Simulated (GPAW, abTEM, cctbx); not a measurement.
# SnSbIr5: the scripts behind a bonding study

Short scripts, each with its output. The start was made by putting kin elements into a known structure type; the compound need not exist, or be stable, in this form.

## Step 1: Build the all-electron density and subtract free atoms

```text
cell
1.0
     3.984990700    0.000000000    0.000000000
     0.000000000    3.984990700    0.000000000
     0.000000000    0.000000000    7.605064190
Ir Sb Sn
5 1 1
Direct
0.000000000 0.500000000 0.253823300
0.500000000 0.000000000 0.253823300
0.000000000 0.500000000 0.746176700
0.500000000 0.000000000 0.746176700
0.500000000 0.500000000 0.000000000
0.500000000 0.500000000 0.500000000
0.000000000 0.000000000 0.000000000
```

```python
import numpy as np
from ase.io import read
from ase.units import Bohr
from gpaw import GPAW, PW, FermiDirac
from gpaw.calculator import GPAW as OldGPAW
from gpaw.mpi import serial_comm, world
from scipy.special import erfc
from scipy.spatial import cKDTree

atoms = read("cell.vasp")
atoms.calc = GPAW(mode=PW(450), xc="PBE", kpts={"size": (6, 6, 3), "gamma": True},
                 occupations=FermiDirac(0.1), maxiter=120, symmetry={"tolerance": 1e-5}, txt="scf.txt")
atoms.get_potential_energy()
rho = atoms.calc.get_all_electron_density(gridrefinement=2)
moments = atoms.get_magnetic_moments() if atoms.calc.get_number_of_spins() == 2 else np.zeros(len(atoms))
total = atoms.get_magnetic_moment() if moments.any() else 0.0
if world.rank == 0:
    free = OldGPAW(mode=PW(450), xc="PBE", txt=None, communicator=serial_comm)
    neutral = atoms.copy()
    neutral.set_initial_magnetic_moments(None)
    free.initialize(neutral)
    free.set_positions(neutral)
    drho = rho - free.get_all_electron_density(gridrefinement=2)
    # GPAW starts from confined atoms: exchange their smooth part for that of the datasets' free atoms
    h = np.stack(np.meshgrid(*[np.fft.fftfreq(n, 1 / n) for n in drho.shape], indexing="ij"), -1)
    gabs = np.linalg.norm(h @ atoms.cell.reciprocal(), axis=-1)
    tails = np.fft.fftn(free.get_pseudo_density(gridrefinement=2))
    g, form, v0 = np.linspace(0, gabs.max(), 1500), {}, 0
    for e in set(atoms.symbols):
        idx = atoms.symbols.search(e)
        d = free.setups[idx[0]].data
        r, w = d.rgd.r_g * Bohr, d.rgd.r_g**2 * d.rgd.dr_g
        j0 = np.sinc(2 * g[:, None] * r)
        smooth = sum(f * p**2 for f, p in zip(d.f_j, d.phit_jg)) + np.sqrt(4 * np.pi) * d.nct_g
        full = sum(f * p**2 for f, p in zip(d.f_j, d.phi_jg)) + np.sqrt(4 * np.pi) * d.nc_g
        phase = sum(np.exp(-2j * np.pi * h @ s) for s in atoms.get_scaled_positions()[idx])
        tails -= np.interp(gabs, g, j0 @ (smooth * w)) * phase * drho.size / atoms.get_volume()
        form[e] = j0 @ (full * w)
        v0 += 2 * np.pi / 3 * 14.3996 * (full * w * r**2).sum() * len(idx)  # V A^3
    tails *= 0.5 * erfc((gabs - 1.8) / 0.25)  # the tails differ at long wavelengths alone
    drho += np.fft.ifftn(tails).real  # crystal minus superposed spherical free atoms
    np.save("drho.npy", drho)
    dv = atoms.get_volume() / drho.size
    print("grid", drho.shape, " electrons %.3f" % (rho.sum() * dv), " moved by bonding %.3f e" % (abs(drho).sum() * dv / 2))
    pts = np.indices(drho.shape).reshape(3, -1).T / drho.shape @ atoms.cell
    shifts = (np.indices((3, 3, 3)).reshape(3, -1).T - 1) @ atoms.cell
    images = (atoms.positions[None] + shifts[:, None]).reshape(-1, 3)
    dist, idx = cKDTree(images).query(pts, k=4)
    out = drho.ravel()[dist[:, 0] > 0.5]
    print("deformation density beyond 0.5 A of the nuclei: max %.3f, min %.3f e/A^3" % (out.max(), out.min()))
    tie = dist < dist[:, :1] + 1e-4
    q = -np.bincount((idx % len(atoms))[tie], (drho.ravel()[:, None] / tie.sum(1, keepdims=True) * tie)[tie], len(atoms)) * dv
    print("atom        x       y       z   Voronoi charge  moment")
    for a, s, c, m in zip(atoms, atoms.get_scaled_positions(), q, moments):
        print("%-2s%-3d %7.4f %7.4f %7.4f %10.3f %10.2f" % (a.symbol, a.index + 1, *s, c, m))
    np.savez("free.npz", g=g, **form)
    print("mean inner potential of superposed free atoms %.3f V" % (v0 / atoms.get_volume()))
    print("total magnetic moment %.3f muB" % total)
```

```console
$ OMP_NUM_THREADS=1 mpirun -n 4 gpaw python run.py > gpaw.log
```

```text
grid (40, 40, 80)  electrons 486.000  moved by bonding 1.600 e
deformation density beyond 0.5 A of the nuclei: max 0.461, min -0.246 e/A^3
atom        x       y       z   Voronoi charge  moment
Ir1    0.0000  0.5000  0.2538     -0.104       0.00
Ir2    0.5000  0.0000  0.2538     -0.104       0.00
Ir3    0.0000  0.5000  0.7462     -0.104       0.00
Ir4    0.5000  0.0000  0.7462     -0.104       0.00
Ir5    0.5000  0.5000  0.0000     -0.061       0.00
Sb6    0.5000  0.5000  0.5000      0.202       0.00
Sn7    0.0000  0.0000  0.0000      0.275       0.00
mean inner potential of superposed free atoms 31.494 V
total magnetic moment 0.000 muB
```

Time: 23 s on 4 cores of Intel(R) Xeon(R) Platinum 8375C CPU @ 2.90GHz (Ice Lake) (shared host), peak memory 0.91 GiB.

## Step 2: Fourier-transform the difference

```python
from cctbx import adptbx, crystal, miller, xray
from cctbx.eltbx import tiny_pse
import numpy as np

cs = crystal.symmetry(unit_cell=(3.985, 3.985, 7.6051, 90, 90, 90), space_group_symbol='Hall: -P 4 2')  # P4/mmm
atoms = [  # label, site, U (iso, or U11 U22 U33 U12 U13 U23 in A^2), occupancy
    ("Ir1", (0, 0.5, 0.25382), 0.0000, 1),
    ("Ir2", (0.5, 0.5, 0), 0.0000, 1),
    ("Sb1", (0.5, 0.5, 0.5), 0.0000, 1),
    ("Sn1", (0, 0, 0), 0.0000, 1),
]
xs = xray.structure(crystal_symmetry=cs)
for label, site, u, occ in atoms:
    u = adptbx.u_cif_as_u_star(cs.unit_cell(), u) if isinstance(u, tuple) else u
    xs.add_scatterer(xray.scatterer(label, site=site, u=u, occupancy=occ))
xs.scattering_type_registry(table="wk1995")
drho = np.load("drho.npy")
T = np.array([[1, 0, 0], [0, 1, 0], [0, 0, 1]])  # conventional axes in terms of the primitive ones
dF = np.fft.ifftn(drho) * 120.76957  # electrons a conventional cell, indexed by primitive hkl
ms = miller.build_set(cs, anomalous_flag=False, d_min=0.9).sort("resolution")
iam = ms.structure_factors_from_scatterers(xs, algorithm="direct").f_calc()
p1 = xs.expand_to_p1()
z = np.array([tiny_pse.table(sc.scattering_type).atomic_number() for sc in p1.scatterers()])
x = np.array(p1.sites_frac())
free = np.load("free.npz")
print("static structure factors of the conventional cell: F in electrons, V (Mott-Bethe) in volts")
print("   h  k  l      d  |F| table  |F| free   |F| DFT   change   |V| free  |V| DFT  change %")
for h, d, table in list(zip(ms.indices(), ms.d_spacings().data(), iam.data()))[:16]:
    df = dF[tuple(np.rint(np.linalg.solve(T, h)).astype(int))]
    phase = np.exp(2j * np.pi * x @ h)
    f = sum(np.interp(1 / d, free["g"], free[sc.scattering_type]) * p for sc, p in zip(p1.scatterers(), phase))
    fz = (z * phase).sum()
    c = 14.3996 * d * d / (np.pi * cs.unit_cell().volume())
    v0, v1 = abs(fz - f) * c, abs(fz - f - df) * c
    print("%4d%3d%3d %7.4f %9.3f %9.3f %9.3f %8.3f %9.3f %8.3f %8s" % (h + (d, abs(table), abs(f), abs(f + df), abs(f + df) - abs(f), v0, v1, "%.1f" % (100 * (v1 / v0 - 1)) if v0 > 0.02 else "-")))
```

```console
$ python run.py
```

```text
static structure factors of the conventional cell: F in electrons, V (Mott-Bethe) in volts
   h  k  l      d  |F| table  |F| free   |F| DFT   change   |V| free  |V| DFT  change %
   0  0  1  7.6051    66.882    66.899    67.014    0.115     3.752    3.500     -6.7
   1  0  0  3.9850    71.819    71.818    71.894    0.076     3.726    3.680     -1.2
   0  0  2  3.8026   121.605   121.555   122.088    0.533     4.440    4.147     -6.6
   1  0  1  3.5298    18.657    18.707    18.508   -0.199     2.503    2.597      3.8
   1  1  0  2.8178   116.893   116.716   117.023    0.306     4.003    3.911     -2.3
   1  0  2  2.7510    67.294    67.249    67.324    0.075     3.088    3.067     -0.7
   1  1  1  2.6423    71.704    71.624    71.571   -0.054     3.118    3.132      0.5
   0  0  3  2.5350    83.573    83.473    83.405   -0.068     3.582    3.598      0.5
   1  1  2  2.2640   396.445   396.055   395.774   -0.281    17.428   17.482      0.3
   1  0  3  2.1389    14.764    14.835    14.672   -0.163     1.591    1.620      1.8
   2  0  0  1.9925   382.002   381.593   381.330   -0.263    15.731   15.771      0.3
   2  0  1  1.9274    54.216    54.133    54.012   -0.121     2.041    2.058      0.8
   0  0  4  1.9013   375.134   374.735   374.153   -0.582    15.070   15.150      0.5
   1  1  3  1.8846    42.267    42.200    42.202    0.001     1.569    1.569     -0.0
   2  1  0  1.7821    59.802    59.743    59.753    0.010     2.201    2.199     -0.1
   2  0  2  1.7649   104.596   104.417   104.381   -0.036     2.982    2.987      0.1
```

Time: 0.26 s on 1 core of Intel(R) Xeon(R) Platinum 8375C CPU @ 2.90GHz (Ice Lake) (shared host), peak memory 0.08 GiB.

## Step 3: Rock the beam across one reflection

```python
import abtem
import numpy as np
from ase.build import make_supercell
from ase.io import read

abtem.config.set({"dask.lazy": False, "fft": "fftw", "diagnostics.progress_bar": False})
M = [[0, 1, 0], [0, 0, 1], [1, 0, 0]]  # rows: x, y and beam direction in the primitive cell's axes
unit = make_supercell(read("cell.vasp"), M)
unit.set_cell(list(unit.cell.lengths()) + [90, 90, 90], scale_atoms=True)
unit.positions[:, 2] += 0.9962  # keeps atomic planes off the slice boundaries
unit.wrap()
slab = unit * (1, 1, 224)
print(slab.get_chemical_formula(), "| box %.2f x %.2f x %.2f A" % tuple(slab.cell.lengths()))

# change of the potential by bonding, from the DFT deformation density (Poisson's equation term by term)
drho = np.load("drho.npy")
prim = read("cell.vasp")
h = np.stack(np.meshgrid(*[np.fft.fftfreq(n, 1 / n) for n in drho.shape], indexing="ij"), -1).reshape(-1, 3).astype(int)
g2 = ((h @ prim.cell.reciprocal()) ** 2).sum(1)
keep = (g2 > 0) & (g2 < 2.5**2)
shape = (89, 170, 24)
vg = np.zeros(shape, complex)
hm = h[keep] @ np.array(M).T
move = np.exp(-2j * np.pi * hm[:, 2] * (0.9962 / unit.cell[2, 2] - 0.5 / shape[2]))  # the same shift, sampled at mid-points
vg[tuple(hm.T % np.array(shape)[:, None])] = -14.3996 / np.pi * (np.fft.fftn(drho).ravel() / drho.size)[keep] / g2[keep] * move
dV = np.fft.ifftn(vg).real * vg.size
dV = dV.reshape(89, 170, 2, 12).mean(3) * unit.cell[2, 2] / 2  # V A, projected in each slice
dV = np.tile(dV.transpose(2, 0, 1), (224, 1, 1))


def build(atoms):
    p = abtem.Potential(atoms, gpts=(89, 170), slice_thickness=[slab.cell[2, 2] / 448] * 448,
                        parametrization="lobato", projection="infinite", exit_planes=112).build()
    p.array[:] += BONDING * dV
    return p


def potentials():
    yield build(slab)  # atoms at rest


for label, BONDING in (("IAM", 0.0), ("DFT", 1.0)):
    print("=====", label)
    potential = build(slab)
    print("grid", potential.gpts, "slices", potential.num_slices)
    thickness = potential.exit_thicknesses
    h = np.array(M) @ np.linalg.solve(np.array([[1, 0, 0], [0, 1, 0], [0, 0, 1]]), [0, 0, 1])
    ix, iy = round(h[0]) * 1, round(h[1]) * 1
    gxy = h[:2] / unit.cell.lengths()[:2]
    along = gxy / np.hypot(*gxy)
    across = np.array([-along[1], along[0]])
    bragg = 500 * abtem.PlaneWave(energy=200000).wavelength * np.hypot(*gxy)
    print("Bragg angle %.3f mrad; beam tilted 46 mrad off the zone axis across the row" % bragg)
    print("dark-field intensity of 0 0 1 against tilt along the row, in Bragg angles")
    print("  t (A)" + "".join("%8.2f" % s for s in [0.2, 0.4, 0.6, 0.8, 1.0, 1.2, 1.4, 1.6, 1.8, 2.0, 2.2, 2.4, 2.6]))
    rows = []
    row = [(n * ix, n * iy) for n in range(-8, 9)]
    for s in [0.2, 0.4, 0.6, 0.8, 1.0, 1.2, 1.4, 1.6, 1.8, 2.0, 2.2, 2.4, 2.6]:
        tilt = -s * bragg * along + 46 * across
        dp = abtem.PlaneWave(energy=200000, tilt=tuple(tilt)).multislice(potential).diffraction_patterns(max_angle="valid").array
        rows.append(dp[:, dp.shape[1] // 2 + ix, dp.shape[2] // 2 + iy])
        if s == 1.0:
            cx, cy = dp.shape[1] // 2, dp.shape[2] // 2
            share = sum(dp[:, cx + i, cy + j] for i, j in row if abs(i) < cx and abs(j) < cy) / dp.sum(axis=(1, 2))
            total = dp.sum(axis=(1, 2))
    for t, a in list(zip(thickness, np.array(rows).T))[1:]:
        print("%7.1f" % t + "".join("%8.4f" % v for v in a))
    print("at the Bragg tilt, share in the row:", share[1:].round(3).tolist(), "total:", total[1:].round(3).tolist())
```

```console
$ python run.py
```

```text
Ir1120Sb224Sn224 | box 3.98 x 7.61 x 892.64 A
===== IAM
grid (89, 170) slices 448
Bragg angle 1.649 mrad; beam tilted 46 mrad off the zone axis across the row
dark-field intensity of 0 0 1 against tilt along the row, in Bragg angles
  t (A)    0.20    0.40    0.60    0.80    1.00    1.20    1.40    1.60    1.80    2.00    2.20    2.40    2.60
  223.2  0.0960  0.1018  0.1045  0.1066  0.1079  0.1070  0.1052  0.1026  0.0969  0.0875  0.0756  0.0626  0.0502
  446.3  0.0272  0.0288  0.0394  0.0309  0.0299  0.0311  0.0393  0.0286  0.0266  0.0227  0.0215  0.0384  0.0640
  669.5  0.0128  0.0102  0.0033  0.0003  0.0044  0.0003  0.0034  0.0107  0.0133  0.0368  0.0264  0.0207  0.0114
  892.6  0.0202  0.0152  0.0232  0.0289  0.0263  0.0292  0.0235  0.0156  0.0205  0.0235  0.0028  0.0085  0.0011
at the Bragg tilt, share in the row: [0.5059999823570251, 0.45399999618530273, 0.36000001430511475, 0.38600000739097595] total: [0.9610000252723694, 0.925000011920929, 0.8840000033378601, 0.8410000205039978]
===== DFT
grid (89, 170) slices 448
Bragg angle 1.649 mrad; beam tilted 46 mrad off the zone axis across the row
dark-field intensity of 0 0 1 against tilt along the row, in Bragg angles
  t (A)    0.20    0.40    0.60    0.80    1.00    1.20    1.40    1.60    1.80    2.00    2.20    2.40    2.60
  223.2  0.0992  0.1048  0.1077  0.1102  0.1116  0.1106  0.1084  0.1057  0.1002  0.0912  0.0795  0.0666  0.0542
  446.3  0.0212  0.0220  0.0305  0.0234  0.0230  0.0235  0.0303  0.0218  0.0207  0.0170  0.0155  0.0294  0.0522
  669.5  0.0164  0.0070  0.0005  0.0023  0.0100  0.0022  0.0005  0.0075  0.0170  0.0427  0.0273  0.0159  0.0053
  892.6  0.0205  0.0189  0.0351  0.0401  0.0300  0.0405  0.0353  0.0194  0.0206  0.0192  0.0010  0.0055  0.0034
at the Bragg tilt, share in the row: [0.5070000290870667, 0.4620000123977661, 0.3580000102519989, 0.4000000059604645] total: [0.9610000252723694, 0.9259999990463257, 0.8849999904632568, 0.8429999947547913]
```

Time: 36 s.

## Step 4: Scan a probe

```python
import abtem
import numpy as np
from ase.build import make_supercell
from ase.io import read

abtem.config.set({"dask.lazy": False, "fft": "fftw", "diagnostics.progress_bar": False})
M = [[0, 1, 0], [0, 0, 1], [1, 0, 0]]  # rows: x, y and beam direction in the primitive cell's axes
unit = make_supercell(read("cell.vasp"), M)
unit.set_cell(list(unit.cell.lengths()) + [90, 90, 90], scale_atoms=True)
unit.positions[:, 2] += 0.4981  # keeps atomic planes off the slice boundaries
unit.wrap()
slab = unit * (3, 2, 4)
print(slab.get_chemical_formula(), "| box %.2f x %.2f x %.2f A" % tuple(slab.cell.lengths()))

# change of the potential by bonding, from the DFT deformation density (Poisson's equation term by term)
drho = np.load("drho.npy")
prim = read("cell.vasp")
h = np.stack(np.meshgrid(*[np.fft.fftfreq(n, 1 / n) for n in drho.shape], indexing="ij"), -1).reshape(-1, 3).astype(int)
g2 = ((h @ prim.cell.reciprocal()) ** 2).sum(1)
keep = (g2 > 0) & (g2 < 2.5**2)
shape = (40, 76, 24)
vg = np.zeros(shape, complex)
hm = h[keep] @ np.array(M).T
move = np.exp(-2j * np.pi * hm[:, 2] * (0.4981 / unit.cell[2, 2] - 0.5 / shape[2]))  # the same shift, sampled at mid-points
vg[tuple(hm.T % np.array(shape)[:, None])] = -14.3996 / np.pi * (np.fft.fftn(drho).ravel() / drho.size)[keep] / g2[keep] * move
dV = np.fft.ifftn(vg).real * vg.size
dV = dV.reshape(40, 76, 4, 6).mean(3) * unit.cell[2, 2] / 4  # V A, projected in each slice
dV = np.tile(dV.transpose(2, 0, 1), (4, 3, 2))


def build(atoms):
    p = abtem.Potential(atoms, gpts=(120, 152), slice_thickness=[slab.cell[2, 2] / 16] * 16,
                        parametrization="lobato", projection="infinite", exit_planes=8).build()
    p.array[:] += BONDING * dV
    return p


def potentials():
    yield build(slab)  # atoms at rest


for label, BONDING in (("IAM", 0.0), ("DFT", 1.0)):
    print("=====", label)
    potential = build(slab)
    print("grid", potential.gpts, "slices", potential.num_slices)
    thickness = potential.exit_thicknesses
    probe = abtem.Probe(energy=200000, semiangle_cutoff=25)
    probe.grid.match(potential)
    print("wavelength %.5f A, largest angle on the grid %.0f mrad" % (probe.wavelength, min(probe.cutoff_angles)))
    detectors = {"ABF": (12, 25), "BF": (0, 12), "LAADF": (30, 80)}  # mrad
    columns = [  # name, x, y (A)
        ("Ir", 1.992, 1.930),
        ("Ir_b", 0.000, 1.930),
        ("Sb", 1.992, 3.803),
        ("Sn", 0.000, 0.000),
        ("void", 0.000, 3.803),
    ]
    scan = abtem.GridScan(start=(0.0000, 0.0000), end=(3.9850, 7.6051), gpts=(17, 32), endpoint=False)
    dets = [abtem.AnnularDetector(*v) for v in detectors.values()] + [abtem.PixelatedDetector(max_angle=38)]
    runs = [probe.scan(p, scan=scan, detectors=dets, max_batch=32) for p in potentials()]
    out = [sum(x[1:], x[0]) / len(x) for x in zip(*runs)]
    images = dict(zip(detectors, out))
    images["iCOM"] = out[-1].center_of_mass().integrate_gradient()
    np.save(label + "_pacbed.npy", out[-1].array.mean(axis=(1, 2)))
    print("PACBED pixel %.3f x %.3f mrad" % out[-1].angular_sampling)
    for name, im in images.items():
        im = im.interpolate(sampling=0.1, boundary="periodic").gaussian_filter(0.35)
        np.save(label + "_" + name + ".npy", im.array)
        print(name, "signal at the columns" + (", fraction of the beam" if name in detectors else ""))
        print("  t (A)     mean" + "".join("%10s" % c[0][:9] for c in columns))
        for t, a in list(zip(thickness, im.array))[1:]:
            at = [a[round((x - 0.0000) / im.sampling[0]) % a.shape[0], round((y - 0.0000) / im.sampling[1]) % a.shape[1]] for _, x, y in columns]
            print("%7.1f %8.5f" % (t, a.mean()) + "".join("%10.5f" % v for v in at))
```

```console
$ python run.py
```

```text
Ir120Sb24Sn24 | box 11.95 x 15.21 x 15.94 A
===== IAM
grid (120, 152) slices 16
wavelength 0.02508 A, largest angle on the grid 84 mrad
PACBED pixel 2.098 x 1.649 mrad
ABF signal at the columns, fraction of the beam
  t (A)     mean        Ir      Ir_b        Sb        Sn      void
    8.0  0.71478   0.63461   0.63133   0.66527   0.67060   0.74650
   15.9  0.66688   0.51087   0.51167   0.54828   0.55320   0.73944
BF signal at the columns, fraction of the beam
  t (A)     mean        Ir      Ir_b        Sb        Sn      void
    8.0  0.23164   0.19494   0.20002   0.21677   0.21263   0.24010
   15.9  0.21687   0.13540   0.14090   0.17639   0.17108   0.23886
LAADF signal at the columns, fraction of the beam
  t (A)     mean        Ir      Ir_b        Sb        Sn      void
    8.0  0.02821   0.10228   0.10120   0.06729   0.06725   0.00281
   15.9  0.05584   0.17232   0.16774   0.13307   0.13614   0.00636
iCOM signal at the columns
  t (A)     mean        Ir      Ir_b        Sb        Sn      void
    8.0  0.04175   0.07657   0.07453   0.07042   0.07183   0.01993
   15.9  0.04175   0.09810   0.09253   0.09373   0.09881   0.00203
===== DFT
grid (120, 152) slices 16
wavelength 0.02508 A, largest angle on the grid 84 mrad
PACBED pixel 2.098 x 1.649 mrad
ABF signal at the columns, fraction of the beam
  t (A)     mean        Ir      Ir_b        Sb        Sn      void
    8.0  0.71474   0.63464   0.63136   0.66496   0.67020   0.74651
   15.9  0.66675   0.51085   0.51171   0.54756   0.55222   0.73946
BF signal at the columns, fraction of the beam
  t (A)     mean        Ir      Ir_b        Sb        Sn      void
    8.0  0.23164   0.19497   0.20002   0.21683   0.21270   0.24012
   15.9  0.21686   0.13543   0.14087   0.17657   0.17128   0.23895
LAADF signal at the columns, fraction of the beam
  t (A)     mean        Ir      Ir_b        Sb        Sn      void
    8.0  0.02824   0.10228   0.10124   0.06733   0.06733   0.00281
   15.9  0.05593   0.17238   0.16780   0.13322   0.13637   0.00637
iCOM signal at the columns
  t (A)     mean        Ir      Ir_b        Sb        Sn      void
    8.0  0.04040   0.07494   0.07290   0.07006   0.07096   0.01922
   15.9  0.04040   0.09620   0.09062   0.09430   0.09844   0.00191
```

Time: 17 s.

[Outputs are excerpts: Python notices, other lines and further rows are left out; steps that failed or that the build refused (PBEsol, TPSS) are not shown.]

[Logs are printed without paths, hosts, clocks, repeated set-up lines and the standing remarks that a program may print on its own settings, such as how far it seeks lower states.]
